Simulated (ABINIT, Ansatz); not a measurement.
## PbO (P4/nmm): one start, several treatments of the self-energy

Wanted: the gap of PbO (P4/nmm) under several approximations, with cost.

Program: ABINIT 10.8.3. Level of theory: PBE and many-body steps on it, plane waves. Results are calculated unless marked as measured.

The database entry behind the starting cell differs from later determinations by our own check (c about 1 % long), so it need not match the best structure at ambient conditions.

## 1. Starting point

Symmetry: P4/nmm, No. 129, tetragonal system. Conventional cell: a = 3.960 Å, b = 3.960 Å, c = 5.070 Å, α = 90.00°, β = 90.00°, γ = 90.00°. Nearest to Pb lie 4 O at 2.32 Å. O has 4 Pb at 2.32 Å nearest. Farther neighbours and most contacts between anions are not listed.

 The runs that relaxed it are not among those shown. Spin-orbit coupling is left out unless a step names it.

## 2. Empty states on the mesh, 4×4×4 mesh, 431 bands

This step: ABINIT 10.8.3; DFT, PBE, plane waves, norm-conserving pseudopotentials.

The sums over transitions need many empty states on a uniform mesh; this step solves for them.

The input, run.abi:

```
acell 3*1.0 Angstrom
rprim 
  3.960000000000 0.000000000000 0.000000000000
  0.000000000000 3.960000000000 0.000000000000
  0.000000000000 0.000000000000 5.070000000000
ntypat 2
znucl 82 8
natom 4
typat 1 1 2 2
xred 
  0.000000000000 0.500000000000 0.238990104020
  0.500000000000 0.000000000000 0.761009895980
  0.000000000000 0.000000000000 0.000000000000
  0.500000000000 0.500000000000 0.000000000000
pp_dirpath "pseudos"
pseudos "Pb.upf, O.upf"
ecut 42
ngkpt 4 4 4
nshiftk 1
shiftk 0 0 0
kptopt 1
chksymbreak 0
iscf -2
irdden 1
istwfk *1
nband 431
nbdbuf 38
tolwfr 1e-09
nstep 60
prtvol 0
indata_prefix "in"
outdata_prefix "out"
tmpdata_prefix "tmp"
```

Launch:

```
> OMP_NUM_THREADS=1 mpirun -n 16 abinit run.abi > log
```

Numbers of over 12 decimals in the logs are rounded to 6 here.

The log of the run:

```text
.Version 10.8.3 of ABINIT. v10.8.2 released Aug 2026.

 Symmetries : space group P4/n m m (#129); Bravais tP (primitive tetrag.)
[... echo of the input left out ...]
== DATASET  1 ==================================================================
-   mpi_nproc: 16, omp_nthreads: 1 (-1 if OMP is not activated)
-    --> not optimal distribution: autoparal keyword recommended in input file <--

--- !DatasetInfo
iteration_state: {dtset: 1, }
dimensions: {natom: 4, nkpt: 18, mband: 431, nsppol: 1, nspinor: 1, nspden: 1, mpw: 7032, }
cutoff_energies: {ecut:  42.0, pawecutdg:  -1.0, }
[...]
5.99740    6.01142    6.01598    6.01856    6.01856    6.02062    6.02526    6.02557
   6.02775    6.02776    6.05369    6.05526    6.05526    6.06987    6.08996    6.14776
   6.14952    6.17216    6.17605    6.18987    6.19840    6.20659    6.21215
 prteigrs : prtvol=0 or 1, do not print more k-points.

== END DATASET(S) ==============================================================
================================================================================

 -outvars: echo values of variables after computation  --------
            nband         431
             nkpt          18
          spgroup         129
 [... the other variables as echoed above ...]

 Calculation completed.
```

Elapsed: 6 min, on 16 MPI ranks of Arm Neoverse V2, shared host; peak memory 2 GiB; 1.6 h of CPU time.

Numbers from this step:

```
gap                                                           : 1.126 eV
k of the valence top                                          : 0, 0, 0
k of the conduction bottom                                    : 0.5, 0.5, 0
least direct gap                                              : 2.115 eV
k points computed                                             : 18
lowest point of the top converged band, above the valence top : 149.0240 eV
```

On this mesh the gap is 1.126 eV.

The density comes from a self-consistent run that is not shown.

## 3. Screening, 4×4×4 mesh, 177 bands, screening to 141.5 eV

The RPA dielectric matrix is built and inverted for each q.

This step: RPA screening on PBE, plane waves, norm-conserving pseudopotentials.

run.abi, as its differences from that of step 2:

```diff
@@ -22,10 +22,11 @@
 chksymbreak 0
-iscf -2
-irdden 1
 istwfk *1
-nband 431
-nbdbuf 38
-tolwfr 1e-09
-nstep 60
-prtvol 0
+occopt 1
+irdwfk 1
+optdriver 3
+nband 177
+ecuteps 5.2
+inclvkb 2
+awtr 1
+symchi 1
 indata_prefix "in"
```

The log of the run:

```text
.Version 10.8.3 of ABINIT. v10.8.2 released Aug 2026.

 Symmetries : space group P4/n m m (#129); Bravais tP (primitive tetrag.)
[... echo of the input left out ...]
== DATASET  1 ==================================================================
-   mpi_nproc: 16, omp_nthreads: 1 (-1 if OMP is not activated)

--- !DatasetInfo
iteration_state: {dtset: 1, }
dimensions: {natom: 4, nkpt: 18, mband: 177, nsppol: 1, nspinor: 1, nspden: 1, mpw: 7032, }
cutoff_energies: {ecut:  42.0, pawecutdg:  -1.0, }
electrons: {nelect:   5.60000000E+01, charge:   0.00000000E+00, occopt:   1.00000000E+00, tsmear:   1.00000000E-02, }

 SCREENING: Calculation of the susceptibility and dielectric matrices

 Based on a program developped by R.W. Godby, V. Olevano, G. Onida, and L. Reining.
 Incorporated in ABINIT by V. Olevano, G.-M. Rignanese, and M. Torrent.
.Using double precision arithmetic ; gwpc =  8

[... cell and pseudopotentials left out ...]
--------------------------------------------------------------------------------

 ==== K-mesh for the wavefunctions ====
 Number of points in the irreducible wedge :    18
[... list of points left out ...]
 Together with 16 symmetry operations and time-reversal symmetry
 yields    64 points in the full Brillouin Zone.

 ==== Q-mesh for the screening function ====
 Number of points in the irreducible wedge :    18
[... list of points left out ...]
 Together with 16 symmetry operations and time-reversal symmetry
 yields    64 points in the full Brillouin Zone.

 setmesh: FFT mesh size selected  =    30x   30x   40
          total number of points  =        36000

 vcoul_init : cutoff-mode = AUXILIARY_FUNCTION
 q-points for optical limit:   1
     1)      0.000010    0.000020    0.000030

- screening: taking advantage of time-reversal symmetry
- Maximum band index for partially occupied states nbvw = 28
- Remaining bands to be divided among processors   nbcw = 149
- Number of bands treated by each node ~9

 Number of electrons calculated from density =   56.0000; Expected =   56.0000
 average of density, n =  0.104374
 r_s =    1.3176
 omega_plasma =   31.1639 [eV]

 calculating chi0 at frequencies [eV] :
  1    0.000000E+00    0.000000E+00
  2    0.000000E+00    3.116392E+01

--------------------------------------------------------------------------------
  q-point number  1        q = ( 0.000000, 0.000000, 0.000000) [r.l.u.]
--------------------------------------------------------------------------------
[... chi0 elements left out ...]
 For q-point:  0.000010 0.000020 0.000030
  dielectric constant =   6.2776
  dielectric constant without local fields =   7.1579

  Average fulfillment of the sum rule on Im[epsilon] for q-point    1 :     72.15  [%]
[... wings left out ...]
  q-point number  2        q = ( 0.250000, 0.000000, 0.000000) [r.l.u.]
--------------------------------------------------------------------------------
[... chi0 elements left out ...]
  Average fulfillment of the sum rule on Im[epsilon] for q-point    2 :     83.57  [%]

 [... 16 further q-points ...]
```

Wall time 2.2 min (16 MPI ranks); peak memory 8.8 GiB.

This step gave:

| Property | Result |
| --- | --- |
| ε∞ with local fields, on this mesh, along the program's q direction | 6.278 |
| the same without local fields | 7.158 |
| plasma frequency | 31.16 eV |
| plane waves in the screening matrix | 293 |

Local fields lower ε∞ by 12 %. On a Γ-centred mesh this coarse the value itself is usually too large, while a short band sum pulls it down.

## 4. G0W0, Godby-Needs plasmon pole

The self-energy is evaluated for the states that the input lists, and the levels follow from it, in one-shot runs by the linearised quasiparticle equation.

This step: G0W0 on PBE, plane waves, norm-conserving pseudopotentials.

run.abi, as its differences from that of step 3:

```diff
@@ -25,8 +25,17 @@
 irdwfk 1
-optdriver 3
+optdriver 4
 nband 177
+gwcalctyp 0
+ecutsigx 42
+symsigma 1
+nkptgw 2
+kptgw 
+  0.0000000000 0.0000000000 0.0000000000
+  0.5000000000 0.5000000000 0.0000000000
+bdgw 
+  26 30
+  27 30
 ecuteps 5.2
-inclvkb 2
-awtr 1
-symchi 1
+irdscr 1
+ppmodel 1
 indata_prefix "in"
```

The log of the run:

```text
.Version 10.8.3 of ABINIT. v10.8.2 released Aug 2026.

 Symmetries : space group P4/n m m (#129); Bravais tP (primitive tetrag.)
[... echo of the input left out ...]
== DATASET  1 ==================================================================
-   mpi_nproc: 16, omp_nthreads: 1 (-1 if OMP is not activated)

--- !DatasetInfo
iteration_state: {dtset: 1, }
dimensions: {natom: 4, nkpt: 18, mband: 177, nsppol: 1, nspinor: 1, nspden: 1, mpw: 7032, }
cutoff_energies: {ecut:  42.0, pawecutdg:  -1.0, }
electrons: {nelect:   5.60000000E+01, charge:   0.00000000E+00, occopt:   1.00000000E+00, tsmear:   1.00000000E-02, }

 SIGMA: Calculation of the GW corrections

 Based on a program developped by R.W. Godby, V. Olevano, G. Onida, and L. Reining.
 Incorporated in ABINIT by V. Olevano, G.-M. Rignanese, and M. Torrent.
.Using double precision arithmetic ; gwpc =  8

[... cell and pseudopotentials left out ...]
--------------------------------------------------------------------------------

 ==== K-mesh for the wavefunctions ====
 Number of points in the irreducible wedge :    18
[... list of points left out ...]
 Together with 16 symmetry operations and time-reversal symmetry
 yields    64 points in the full Brillouin Zone.

 ==== Q-mesh for screening function ====
 Number of points in the irreducible wedge :    18
[... list of points left out ...]
 Together with 16 symmetry operations and time-reversal symmetry
 yields    64 points in the full Brillouin Zone.

 vcoul_init : cutoff-mode = AUXILIARY_FUNCTION
 q-points for optical limit:   1
     1)      0.000010    0.000020    0.000030
 setmesh: FFT mesh size selected  =    48x   48x   60
          total number of points  =       138240

 Number of electrons calculated from density =   56.0000; Expected =   56.0000
 average of density, n =  0.104374
 r_s =    1.3176
 omega_plasma =   31.1639 [eV]

 === KS Band Gaps ===
  >>>> For spin  1
   Minimum direct gap =   2.1149 [eV], located at k-point      :   0.5000  0.5000  0.0000
   Fundamental gap    =   1.1262 [eV], Top of valence bands at :   0.0000  0.0000  0.0000
                                       Bottom of conduction at :   0.5000  0.5000  0.0000
 SIGMA fundamental parameters:
 PLASMON POLE MODEL  1
 number of plane-waves for SigmaX                 6975
 number of plane-waves for SigmaC and W            293
 number of plane-waves for wavefunctions          6975
 number of bands                                   177
 number of independent spin polarizations            1
 number of spinorial components                      1
 number of k-points in IBZ                          18
 number of q-points in IBZ                          18
 number of symmetry operations                      16
 number of k-points in BZ                           64
 number of q-points in BZ                           64
 number of frequencies for dSigma/dE                 9
 frequency step for dSigma/dE [eV]                0.25
 number of omega for Sigma on real axis              0
 max omega for Sigma on real axis  [eV]           0.00
 zcut for avoiding poles [eV]                     0.10

 EPSILON^-1 parameters (SCR file):
 dimension of the eps^-1 matrix on file            293
 dimension of the eps^-1 matrix used               293
 number of plane-waves for wavefunctions          6975
 number of bands                                   177
 number of q-points in IBZ                          18
 number of frequencies                               2
 number of real frequencies                          1
 number of imag frequencies                          1

 matrix elements of self-energy operator (all in [eV])

 Perturbative Calculation

--- !SelfEnergy_ee
iteration_state: {dtset: 1, }
kpoint     : [   0.000,    0.000,    0.000, ]
spin       : 1
KS_gap     :    2.411
QP_gap     :    2.860
Delta_QP_KS:    0.449
data: !SigmaeeData |
     Band     E0 <VxcDFT>   SigX SigC(E0)      Z dSigC/dE  Sig(E)    E-E0       E
       26   5.510 -19.674 -24.613   4.855   0.761  -0.313 -19.738  -0.064   5.446
       27   5.510 -19.674 -24.613   4.855   0.761  -0.313 -19.738  -0.064   5.446
       28   7.102 -18.066 -20.585   2.443   0.792  -0.263 -18.126  -0.060   7.042
       29   9.513 -12.427  -8.529  -3.432   0.834  -0.200 -12.039   0.388   9.902
       30  12.630 -11.343  -6.812  -4.030   0.832  -0.202 -10.926   0.416  13.046

--- !SelfEnergy_ee
iteration_state: {dtset: 1, }
kpoint     : [   0.500,    0.500,    0.000, ]
spin       : 1
KS_gap     :    2.115
QP_gap     :    2.122
Delta_QP_KS:    0.007
data: !SigmaeeData |
     Band     E0 <VxcDFT>   SigX SigC(E0)      Z dSigC/dE  Sig(E)    E-E0       E
       27   6.114 -20.440 -25.210   4.849   0.761  -0.314 -20.380   0.060   6.174
       28   6.114 -20.440 -25.210   4.849   0.761  -0.314 -20.380   0.060   6.174
       29   8.228 -10.090  -6.810  -3.199   0.838  -0.193 -10.022   0.067   8.296
       30   8.228 -10.090  -6.810  -3.199   0.838  -0.193 -10.022   0.067   8.296

== END DATASET(S) ==============================================================
================================================================================

 -outvars: echo values of variables after computation  --------
           etotal      0.0000000000E+00
            nband         177
             nkpt          18
          spgroup         129
 [... the other variables as echoed above ...]

 Calculation completed.
```

Elapsed: 10 s, on 16 MPI ranks; peak memory 5.3 GiB; 2.7 min of CPU time.

Numbers from this step:

```
G0W0 gap on the points computed              : 1.254 eV
starting gap on the mesh                     : 1.126 eV
k of the valence top                         : 0, 0, 0
k of the conduction bottom                   : 0.5, 0.5, 0
Z at the valence top                         : 0.792
Z at the conduction bottom                   : 0.838
least direct G0W0 gap on the computed points : 2.122 eV
```

The gap on the mesh goes from 1.13 eV to 1.25 eV, a correction of +0.13 eV.

## 5. G0W0, von der Linden-Horsch plasmon pole

run.abi, as its differences from that of step 4:

```diff
@@ -39,3 +39,3 @@
 irdscr 1
-ppmodel 1
+ppmodel 3
 indata_prefix "in"
```

The log of the run:

```text
.Version 10.8.3 of ABINIT. v10.8.2 released Aug 2026.

 Symmetries : space group P4/n m m (#129); Bravais tP (primitive tetrag.)
[... echo of the input left out ...]
== DATASET  1 ==================================================================
-   mpi_nproc: 16, omp_nthreads: 1 (-1 if OMP is not activated)

--- !DatasetInfo
iteration_state: {dtset: 1, }
dimensions: {natom: 4, nkpt: 18, mband: 177, nsppol: 1, nspinor: 1, nspden: 1, mpw: 7032, }
cutoff_energies: {ecut:  42.0, pawecutdg:  -1.0, }
electrons: {nelect:   5.60000000E+01, charge:   0.00000000E+00, occopt:   1.00000000E+00, tsmear:   1.00000000E-02, }

 SIGMA: Calculation of the GW corrections

 Based on a program developped by R.W. Godby, V. Olevano, G. Onida, and L. Reining.
 Incorporated in ABINIT by V. Olevano, G.-M. Rignanese, and M. Torrent.
.Using double precision arithmetic ; gwpc =  8

[... cell and pseudopotentials left out ...]
--------------------------------------------------------------------------------

 ==== K-mesh for the wavefunctions ====
 Number of points in the irreducible wedge :    18
[... list of points left out ...]
 Together with 16 symmetry operations and time-reversal symmetry
 yields    64 points in the full Brillouin Zone.

 ==== Q-mesh for screening function ====
 Number of points in the irreducible wedge :    18
[... list of points left out ...]
 Together with 16 symmetry operations and time-reversal symmetry
 yields    64 points in the full Brillouin Zone.

 vcoul_init : cutoff-mode = AUXILIARY_FUNCTION
 q-points for optical limit:   1
     1)      0.000010    0.000020    0.000030
 setmesh: FFT mesh size selected  =    48x   48x   60
          total number of points  =       138240

 Number of electrons calculated from density =   56.0000; Expected =   56.0000
[...]
number of omega for Sigma on real axis              0
 max omega for Sigma on real axis  [eV]           0.00
 zcut for avoiding poles [eV]                     0.10

 EPSILON^-1 parameters (SCR file):
 dimension of the eps^-1 matrix on file            293
 dimension of the eps^-1 matrix used               293
 number of plane-waves for wavefunctions          6975
 number of bands                                   177
 number of q-points in IBZ                          18
 number of frequencies                               2
 number of real frequencies                          1
 number of imag frequencies                          1

 matrix elements of self-energy operator (all in [eV])

 Perturbative Calculation

--- !SelfEnergy_ee
iteration_state: {dtset: 1, }
kpoint     : [   0.000,    0.000,    0.000, ]
spin       : 1
KS_gap     :    2.411
QP_gap     :    2.806
Delta_QP_KS:    0.394
data: !SigmaeeData |
     Band     E0 <VxcDFT>   SigX SigC(E0)      Z dSigC/dE  Sig(E)    E-E0       E
       26   5.510 -19.674 -24.613   4.556   0.839  -0.191 -19.996  -0.322   5.188
       27   5.510 -19.674 -24.613   4.556   0.839  -0.191 -19.996  -0.322   5.188
       28   7.102 -18.066 -20.585   2.127   0.861  -0.161 -18.404  -0.338   6.764
[...]
--- !SelfEnergy_ee
iteration_state: {dtset: 1, }
kpoint     : [   0.500,    0.500,    0.000, ]
spin       : 1
KS_gap     :    2.115
QP_gap     :    1.930
Delta_QP_KS:   -0.185
data: !SigmaeeData |
     Band     E0 <VxcDFT>   SigX SigC(E0)      Z dSigC/dE  Sig(E)    E-E0       E
[...]
29   8.228 -10.090  -6.810  -3.641   0.903  -0.107 -10.417  -0.327   7.901
       30   8.228 -10.090  -6.810  -3.641   0.903  -0.107 -10.417  -0.327   7.902

== END DATASET(S) ==============================================================
================================================================================

 -outvars: echo values of variables after computation  --------
           etotal      0.0000000000E+00
            nband         177
             nkpt          18
          spgroup         129
 [... the other variables as echoed above ...]

 Calculation completed.
```

Run time: 7.7 s. Hardware: 16 MPI ranks; peak memory 3.7 GiB; 2 min of CPU time.

Numbers from this step:

```yaml
g0w0_gap_on_the_points_computed: 1.137 eV
starting_gap_on_the_mesh: 1.126 eV
k_of_the_valence_top: 0, 0, 0
k_of_the_conduction_bottom: 0.5, 0.5, 0
z_at_the_valence_top: 0.861
z_at_the_conduction_bottom: 0.903
least_direct_g0w0_gap_on_the_computed_points: 1.930 eV
```

Against G0W0 in ABINIT (4×4×4 mesh, 177 bands, screening to 141.5 eV, Godby-Needs plasmon pole), the gap moves by −0.117 eV.

(Continued in part 2 of 2.)

[Paths, hosts, dates, memory and timing lines, banners, echoed tables and standing remarks are left out of the program output.]

[Logs are printed without paths, hosts, clocks, repeated set-up lines and the standing remarks that a program may print on its own settings, such as how far it seeks lower states.]

[Runs of the session that timed out or met a known fault of the program may be left out.]

[Hosts, paths, dates, database ids (printed as entryN), source tags and the programs' standing remarks are cut or masked in the printed files.]

[G0W0 gaps are taken among the corrected bands and points alone; a level outside them can change the order at an edge.]

[Where Ansatz stands beside ABINIT at settings called matched, ABINIT's density can come from a denser mesh and the files from another edition; pairs whose starting gaps differed by over 0.03 eV were left out, so agreement reads better than it is.]
